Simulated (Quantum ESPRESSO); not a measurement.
## VRu: which magnetic order is lowest

Wanted: the moments of VRu and the energy of each order that was tried.

Program: Quantum ESPRESSO 7.5. Level of theory: PBEsol; plane waves with GBRV 1.5 PBEsol potentials, no spin-orbit coupling. Results are calculated unless marked as measured.

**1. Set-up**

The structure is cubic, space group Pm-3m (No. 221). The conventional cell has a = 2.990 Å, b = 2.990 Å, c = 2.990 Å, α = 90.00°, β = 90.00°, γ = 90.00°. Nearest to V lie 8 Ru at 2.59 Å. Nearest to Ru lie 8 V at 2.59 Å. Farther neighbours are not listed.

The cell comes from the Crystallography Open Database.

**2. Run 1, typed as ferro ++**

The signs are those of the starting moments on the seeded atoms, the atoms that are given a moment.

pw.in reads:

```
&CONTROL
  calculation = 'scf'
  prefix = 'pwscf'
  outdir = './tmp'
  pseudo_dir = './pseudo'
  disk_io = 'nowf'
/
&SYSTEM
  ibrav = 0
  nat = 2
  ntyp = 2
  ecutwfc = 40
  ecutrho = 280
  nbnd = 23
  occupations = 'smearing'
  smearing = 'fd'
  degauss = 0.00367493
  nspin = 2
  starting_magnetization(1) = 0.1154
  starting_magnetization(2) = 0.0938
/
&ELECTRONS
  conv_thr = 4d-09
  electron_maxstep = 150
  mixing_beta = 0.3
/
ATOMIC_SPECIES
V      50.9415 v_pbesol_v1.4.uspp.F.UPF
Ru    101.0700 ru_pbesol_v1.2.uspp.F.UPF
CELL_PARAMETERS bohr
   5.6502811126    0.0000000000    0.0000000000
   0.0000000000    5.6502811126    0.0000000000
   0.0000000000    0.0000000000    5.6502811126
ATOMIC_POSITIONS crystal
V       0.5000000000    0.5000000000    0.5000000000
Ru      0.0000000000    0.0000000000    0.0000000000
K_POINTS automatic
10 10 10 0 0 0
```

Command:

```sh
$ OMP_NUM_THREADS=1 mpirun -n 4 pw.x -nk 4 -in pw.in > pw.out
```

The program printed:

```text
Program PWSCF v.7.5 starts

     Message from routine setup:
     using ibrav=0 with symmetry is DISCOURAGED, use correct ibrav instead

     K-points division:     npool     =       4
     Subspace diagonalization in iterative solution of the eigenvalue problem:

     G-vector sticks info
     --------------------
     sticks:   dense  smooth     PW     G-vecs:    dense   smooth      PW
     Sum         717     405    137                14243     6187    1189

     Using Slab Decomposition

     bravais-lattice index     =            0
     lattice parameter (alat)  =       5.6503  a.u.
     unit-cell volume          =     180.3890 (a.u.)^3
     number of atoms/cell      =            2
     number of atomic types    =            2
     number of electrons       =        29.00
     number of Kohn-Sham states=           23
     kinetic-energy cutoff     =      40.0000  Ry
     charge density cutoff     =     280.0000  Ry
     scf convergence threshold =      4.0E-09
     mixing beta               =       0.3000
     number of iterations used =            8  plain     mixing
     Exchange-correlation= SLA  PW   PSX  PSC
                           (   1   4  10   8   0   0   0)

     celldm(1)=   5.650281  celldm(2)=   0.000000  celldm(3)=   0.000000
     celldm(4)=   0.000000  celldm(5)=   0.000000  celldm(6)=   0.000000

     crystal axes: (cart. coord. in units of alat)
               a(1) = (   1.000000   0.000000   0.000000 )
               a(2) = (   0.000000   1.000000   0.000000 )
               a(3) = (   0.000000   0.000000   1.000000 )

     reciprocal axes: (cart. coord. in units 2 pi/alat)
               b(1) = (  1.000000  0.000000  0.000000 )
               b(2) = (  0.000000  1.000000  0.000000 )
               b(3) = (  0.000000  0.000000  1.000000 )

     PseudoPot. # 1 for V  read from file:
     v_pbesol_v1.4.uspp.F.UPF
     Pseudo is Ultrasoft + core correction, Zval = 13.0
     Generated by new atomic code, or converted to UPF format
     Using radial grid of  853 points,  6 beta functions with:
                l(1) =   0
                l(2) =   0
                l(3) =   1
                l(4) =   1
                l(5) =   2
                l(6) =   2
     Q(r) pseudized with  8 coefficients,  rinner =    1.100   1.100   1.100
                                                       1.100   1.100

     PseudoPot. # 2 for Ru read from file:
     ru_pbesol_v1.2.uspp.F.UPF
     Pseudo is Ultrasoft + core correction, Zval = 16.0
     Generated by new atomic code, or converted to UPF format
     Using radial grid of  967 points,  6 beta functions with:
                l(1) =   0
                l(2) =   0
                l(3) =   1
                l(4) =   1
                l(5) =   2
                l(6) =   2
     Q(r) pseudized with  8 coefficients,  rinner =    1.300   1.300   1.300
                                                       1.300   1.300

     atomic species   valence    mass     pseudopotential
     V                13.00    50.94150     V ( 1.00)
     Ru               16.00   101.07000     Ru( 1.00)

     Starting magnetic structure
     atomic species   magnetization
     V               0.115
     Ru              0.094

     48 Sym. Ops., with inversion, found

   Cartesian axes

     site n.     atom                  positions (alat units)
         1        V      tau(   1) = (   0.5000000   0.5000000   0.5000000  )
         2        Ru     tau(   2) = (   0.0000000   0.0000000   0.0000000  )

     number of k points=    56  Fermi-Dirac smearing, width (Ry)=  0.0037
                       cart. coord. in units 2pi/alat
        k(    1) = (   0.0000000   0.0000000   0.0000000), wk =   0.0010000
        k(    2) = (   0.0000000   0.0000000   0.1000000), wk =   0.0060000
        k(    3) = (   0.0000000   0.0000000   0.2000000), wk =   0.0060000
        k(    4) = (   0.0000000   0.0000000   0.3000000), wk =   0.0060000
        k(    5) = (   0.0000000   0.0000000   0.4000000), wk =   0.0060000
        [... 51 further k-points ...]

     Dense  grid:    14243 G-vectors     FFT dimensions: (  32,  32,  32)

     Smooth grid:     6187 G-vectors     FFT dimensions: (  24,  24,  24)

     Check: negative core charge=   -0.000002
     Generating pointlists ...
     new r_m :   0.3572 (alat units)  2.0185 (a.u.) for type    1
     new r_m :   0.3572 (alat units)  2.0185 (a.u.) for type    2

     Initial potential from superposition of free atoms

     starting charge      27.9988, renormalised to      29.0000

     negative rho (up, down):  4.170E-02 3.454E-02
     Starting wfcs are   23 randomized atomic wfcs

     Self-consistent Calculation

     iteration #  1     ecut=    40.00 Ry     beta= 0.30
     Davidson diagonalization with overlap
     ethr =  1.00E-02,  avg # of iterations =  4.0

     negative rho (up, down):  4.064E-02 3.573E-02

     total energy              =    -339.17227705 Ry
     estimated scf accuracy    <       1.19511319 Ry

     total magnetization       =     0.80 Bohr mag/cell
     absolute magnetization    =     0.80 Bohr mag/cell

     iteration #  2     ecut=    40.00 Ry     beta= 0.30
     Davidson diagonalization with overlap
     ethr =  4.12E-03,  avg # of iterations =  1.8

     negative rho (up, down):  3.979E-02 3.718E-02

     total energy              =    -339.22120304 Ry
     estimated scf accuracy    <       0.14538909 Ry

     total magnetization       =     0.86 Bohr mag/cell
     absolute magnetization    =     0.87 Bohr mag/cell

     iteration #  3     ecut=    40.00 Ry     beta= 0.30
     Davidson diagonalization with overlap
     ethr =  5.01E-04,  avg # of iterations =  2.7

     negative rho (up, down):  3.963E-02 3.735E-02

     total energy              =    -339.24616049 Ry
     estimated scf accuracy    <       0.09453236 Ry

     total magnetization       =     0.89 Bohr mag/cell
     absolute magnetization    =     0.89 Bohr mag/cell

     [... further iterations left out ...]

     iteration # 23     ecut=    40.00 Ry     beta= 0.30
     Davidson diagonalization with overlap
     ethr =  1.07E-09,  avg # of iterations =  2.8

     negative rho (up, down):  3.861E-02 3.863E-02

     total energy              =    -339.26116046 Ry
     estimated scf accuracy    <       0.00000006 Ry

     total magnetization       =     0.08 Bohr mag/cell
     absolute magnetization    =     0.09 Bohr mag/cell

     iteration # 24     ecut=    40.00 Ry     beta= 0.30
     Davidson diagonalization with overlap
     ethr =  1.91E-10,  avg # of iterations =  3.4

     negative rho (up, down):  3.862E-02 3.862E-02

     total energy              =    -339.26116487 Ry
     estimated scf accuracy    <       0.00000003 Ry

     total magnetization       =     0.04 Bohr mag/cell
     absolute magnetization    =     0.05 Bohr mag/cell

     iteration # 25     ecut=    40.00 Ry     beta= 0.30
     Davidson diagonalization with overlap
     ethr =  1.09E-10,  avg # of iterations =  3.6

     negative rho (up, down):  3.862E-02 3.862E-02

     total energy              =    -339.26118274 Ry
     estimated scf accuracy    <          4.1E-09 Ry

     total magnetization       =     0.01 Bohr mag/cell
     absolute magnetization    =     0.01 Bohr mag/cell

     iteration # 26     ecut=    40.00 Ry     beta= 0.30
     Davidson diagonalization with overlap
     ethr =  1.42E-11,  avg # of iterations =  2.3

     negative rho (up, down):  3.862E-02 3.862E-02

     Magnetic moment per site  (integrated on atomic sphere of radius R)
     atom   1 (R=0.357)  charge= 11.2580  magn=  0.0076
     atom   2 (R=0.357)  charge= 13.7718  magn= -0.0001

     End of self-consistent calculation

     Number of k-points >= 100: set verbosity='high' to print the bands.

     the Fermi energy is    21.0418 ev

!    total energy              =    -339.26118281 Ry
     estimated scf accuracy    <          1.2E-09 Ry
     smearing contrib. (-TS)   =      -0.00193504 Ry
     internal energy E=F+TS    =    -339.25924777 Ry

     The total energy is F=E-TS. E is the sum of the following terms:
     one-electron contribution =     -78.65115027 Ry
     hartree contribution      =      57.06125195 Ry
     xc contribution           =     -45.21267665 Ry
     ewald contribution        =    -272.45667280 Ry

     total magnetization       =     0.01 Bohr mag/cell
     absolute magnetization    =     0.01 Bohr mag/cell

     convergence has been achieved in  26 iterations

=------------------------------------------------------------------------------=
   JOB DONE.
=------------------------------------------------------------------------------=
```

Run time: 14 s. Hardware: 4 MPI ranks of Intel Xeon 6975P-C (Granite Rapids), shared host; peak memory 0.32 GiB.

Spin moment in the atom's sphere by atom:

| atom | spin moment in the atom's sphere (μB) |
| --- | --- |
| V1 | 0.0076 |
| Ru2 | -0.0001 |

Read from the output:

```yaml
smearing_term_ts: 0.02633 eV
magnetization: 0.008 μB
absolute_magnetization: 0.009 μB
final_state: non-magnetic
```

Valence density in the ac plane at fractional y = 0.000, with atoms of Ru within 0.2 Å of it. It is the smooth field of the valence electrons, not physical close to the nuclei.

Ten even steps from '0' (-8.3 e/Å³) to '9' (9.2 e/Å³):
```
4797554444455797
9986554444455689
8765554444455567
5555544444445555
5555444444444555
4444444444444444
4444444444444444
4444444444444444
4444444444444444
4444444444444444
5555444444444555
5555544444445555
8765554444455567
9986554444455689
4797554444455797
0498554444455894
```
Columns run along a (3.0 Å), rows up along c (3.0 Å). Atoms in or near the plane, at fractional coordinates: Ru at (0.00, 0.00).

**3. Run 2 (antiferro q=(1/2,1/2,1/2) +−+−)**

The cell is doubled to 4 atoms to hold this order. The wavevector q is in fractions of the reciprocal vectors of the crystal's primitive cell, as the cells of these inputs are built from it; moments change sign between cells as cos(2π q·R).

pw.in reads:

```
&CONTROL
  calculation = 'scf'
  prefix = 'pwscf'
  outdir = './tmp'
  pseudo_dir = './pseudo'
  disk_io = 'nowf'
/
&SYSTEM
  ibrav = 0
  nat = 4
  ntyp = 4
  ecutwfc = 40
  ecutrho = 280
  nbnd = 38
  occupations = 'smearing'
  smearing = 'fd'
  degauss = 0.00367493
  nspin = 2
  starting_magnetization(1) = 0.1154
  starting_magnetization(2) = -0.1154
  starting_magnetization(3) = 0.0938
  starting_magnetization(4) = -0.0938
/
&ELECTRONS
  conv_thr = 8d-09
  electron_maxstep = 150
  mixing_beta = 0.3
/
ATOMIC_SPECIES
V1     50.9415 v_pbesol_v1.4.uspp.F.UPF
V2     50.9415 v_pbesol_v1.4.uspp.F.UPF
Ru1   101.0700 ru_pbesol_v1.2.uspp.F.UPF
Ru2   101.0700 ru_pbesol_v1.2.uspp.F.UPF
CELL_PARAMETERS bohr
  11.3005622253    0.0000000000    0.0000000000
   5.6502811126    5.6502811126    0.0000000000
   5.6502811126    0.0000000000    5.6502811126
ATOMIC_POSITIONS crystal
V1      0.7500000000    0.5000000000    0.5000000000
V2      0.2500000000    0.5000000000    0.5000000000
Ru1     0.0000000000    0.0000000000    0.0000000000
Ru2     0.5000000000    0.0000000000    0.0000000000
K_POINTS automatic
5 10 10 0 0 0
```

The program printed:

```text
[banner, memory and clock lines left out]
Program PWSCF v.7.5 starts

     Message from routine setup:
     using ibrav=0 with symmetry is DISCOURAGED, use correct ibrav instead

     bravais-lattice index     =            0
     lattice parameter (alat)  =      11.3006  a.u.
     unit-cell volume          =     360.7781 (a.u.)^3
     number of atoms/cell      =            4
     number of atomic types    =            4
     number of electrons       =        58.00
     number of Kohn-Sham states=           38
     kinetic-energy cutoff     =      40.0000  Ry
     charge density cutoff     =     280.0000  Ry
     scf convergence threshold =      8.0E-09
     mixing beta               =       0.3000
     number of iterations used =            8  plain     mixing
     Exchange-correlation= SLA  PW   PSX  PSC
                           (   1   4  10   8   0   0   0)

     celldm(1)=  11.300562  celldm(2)=   0.000000  celldm(3)=   0.000000
     celldm(4)=   0.000000  celldm(5)=   0.000000  celldm(6)=   0.000000

     crystal axes: (cart. coord. in units of alat)
               a(1) = (   1.000000   0.000000   0.000000 )
               a(2) = (   0.500000   0.500000   0.000000 )
               a(3) = (   0.500000   0.000000   0.500000 )

     reciprocal axes: (cart. coord. in units 2 pi/alat)
               b(1) = (  1.000000 -1.000000 -1.000000 )
               b(2) = (  0.000000  2.000000  0.000000 )
               b(3) = (  0.000000  0.000000  2.000000 )

     PseudoPot. # 1 for V  read from file:
     v_pbesol_v1.4.uspp.F.UPF
     Pseudo is Ultrasoft + core correction, Zval = 13.0

     PseudoPot. # 2 for V  read from file:
     v_pbesol_v1.4.uspp.F.UPF
     Pseudo is Ultrasoft + core correction, Zval = 13.0

     PseudoPot. # 3 for Ru read from file:
     ru_pbesol_v1.2.uspp.F.UPF
     Pseudo is Ultrasoft + core correction, Zval = 16.0

     PseudoPot. # 4 for Ru read from file:
     ru_pbesol_v1.2.uspp.F.UPF
     Pseudo is Ultrasoft + core correction, Zval = 16.0

     atomic species   valence    mass     pseudopotential
     V1               13.00    50.94150     V ( 1.00)
     V2               13.00    50.94150     V ( 1.00)
     Ru1              16.00   101.07000     Ru( 1.00)
     Ru2              16.00   101.07000     Ru( 1.00)

     Starting magnetic structure
     atomic species   magnetization
     V1              0.115
     V2             -0.115
     Ru1             0.094
     Ru2            -0.094

     24 Sym. Ops. (no inversion) found

   Cartesian axes

     site n.     atom                  positions (alat units)
         1        V1     tau(   1) = (   1.2500000   0.2500000   0.2500000  )
         2        V2     tau(   2) = (   0.7500000   0.2500000   0.2500000  )
         3        Ru1    tau(   3) = (   0.0000000   0.0000000   0.0000000  )
         4        Ru2    tau(   4) = (   0.5000000   0.0000000   0.0000000  )

     number of k points=    28  Fermi-Dirac smearing, width (Ry)=  0.0037
                       cart. coord. in units 2pi/alat
        k(    1) = (   0.0000000   0.0000000   0.0000000), wk =   0.0020000
        k(    2) = (   0.0000000   0.0000000   0.2000000), wk =   0.0120000
        k(    3) = (   0.0000000   0.0000000   0.4000000), wk =   0.0120000
        k(    4) = (   0.0000000   0.0000000   0.6000000), wk =   0.0120000
        k(    5) = (   0.0000000   0.0000000   0.8000000), wk =   0.0120000
        [... 23 further k-points ...]

     Dense  grid:    28571 G-vectors     FFT dimensions: (  64,  45,  45)

     Smooth grid:    12339 G-vectors     FFT dimensions: (  45,  36,  36)

     Check: negative core charge=   -0.000002
     Generating pointlists ...
     new r_m :   0.1786 (alat units)  2.0185 (a.u.) for type    1
     new r_m :   0.1786 (alat units)  2.0185 (a.u.) for type    2
     new r_m :   0.1786 (alat units)  2.0185 (a.u.) for type    3
     new r_m :   0.1786 (alat units)  2.0185 (a.u.) for type    4

     Initial potential from superposition of free atoms

     starting charge      55.9977, renormalised to      58.0000

     negative rho (up, down):  7.318E-02 7.318E-02
     Starting wfcs are   46 randomized atomic wfcs

     Self-consistent Calculation

     iteration #  1     ecut=    40.00 Ry     beta= 0.30
     Davidson diagonalization with overlap
     ethr =  1.00E-02,  avg # of iterations =  2.0

     negative rho (up, down):  7.376E-02 7.376E-02

     total energy              =    -678.37324649 Ry
     estimated scf accuracy    <       2.30903302 Ry

     total magnetization       =    -0.00 Bohr mag/cell
     absolute magnetization    =     1.86 Bohr mag/cell

     iteration #  2     ecut=    40.00 Ry     beta= 0.30
     Davidson diagonalization with overlap
     ethr =  3.98E-03,  avg # of iterations =  2.0

     negative rho (up, down):  7.472E-02 7.472E-02

     total energy              =    -678.40393665 Ry
     estimated scf accuracy    <       0.33718522 Ry

     total magnetization       =     0.00 Bohr mag/cell
     absolute magnetization    =     1.99 Bohr mag/cell

     [... further iterations left out ...]

     iteration # 18     ecut=    40.00 Ry     beta= 0.30
     Davidson diagonalization with overlap
     ethr =  2.34E-10,  avg # of iterations =  2.7

     negative rho (up, down):  7.484E-02 7.485E-02

     total energy              =    -678.52236513 Ry
     estimated scf accuracy    <          9.1E-09 Ry

     total magnetization       =     0.00 Bohr mag/cell
     absolute magnetization    =     0.00 Bohr mag/cell

     iteration # 19     ecut=    40.00 Ry     beta= 0.30
     Davidson diagonalization with overlap
     ethr =  1.58E-11,  avg # of iterations =  3.2

     negative rho (up, down):  7.484E-02 7.485E-02

     Magnetic moment per site  (integrated on atomic sphere of radius R)
     atom   1 (R=0.179)  charge= 11.2576  magn=  0.0013
     atom   2 (R=0.179)  charge= 11.2576  magn=  0.0012
     atom   3 (R=0.179)  charge= 13.7705  magn= -0.0001
     atom   4 (R=0.179)  charge= 13.7706  magn=  0.0001

     End of self-consistent calculation

     [... lines left out ...]
     the Fermi energy is    21.0419 ev

!    total energy              =    -678.52236514 Ry
     estimated scf accuracy    <          4.4E-09 Ry
     smearing contrib. (-TS)   =      -0.00387003 Ry
     internal energy E=F+TS    =    -678.51849510 Ry

     The total energy is F=E-TS. E is the sum of the following terms:
     one-electron contribution =    -157.30184140 Ry
     hartree contribution      =     114.12194087 Ry
     xc contribution           =     -90.42524897 Ry
     ewald contribution        =    -544.91334560 Ry

     total magnetization       =     0.00 Bohr mag/cell
     absolute magnetization    =     0.00 Bohr mag/cell

     convergence has been achieved in  19 iterations
```

It took 30 s on 4 MPI ranks; peak memory 0.5 GiB.

Spin moment in the atom's sphere by atom:

```csv
atom,spin moment in the atom's sphere (μB)
V1,0.0013
V2,0.0012
Ru3,-0.0001
Ru4,0.0001
```

Read from the output:

```
smearing term TS       : 0.05265 eV
magnetization          : 0 μB
absolute magnetization : 0 μB
final state            : non-magnetic
```

Valence density in the ac plane at fractional y = 0.000, with atoms of Ru within 0.2 Å of it. It is the smooth field of the valence electrons, not physical close to the nuclei.

Ten even steps from '0' (-1.7 e/Å³) to '9' (8.4 e/Å³), each cell a mean:
```
28522226648321238
89732122699522123
34532112245422112
22222211222222111
11222111112222111
11111111111111111
11111111111111111
11112222111122221
21122232211122222
32112356422122465
73212379952212499
37321248074212374
```
Columns run along a (6.0 Å), rows up along c (4.2 Å). Atoms in or near the plane, at fractional coordinates: Ru at (0.00, 0.00), Ru at (0.50, 0.00).

(Continued in part 2 of 2.)

[Logs and program files are shortened in this print: banners, set-up blocks, solver, clock and traceback lines can be left out without a mark of their own.]

[Logs are printed without paths, hosts, clocks, repeated set-up lines and the standing remarks that a program may print on its own settings, such as how far it seeks lower states.]

[Hosts, paths, dates, database ids (printed as entryN), source tags and the programs' standing remarks are cut or masked in the printed files.]

[Where a cell is said to come from a database of computed structures, the database is the Materials Project.]
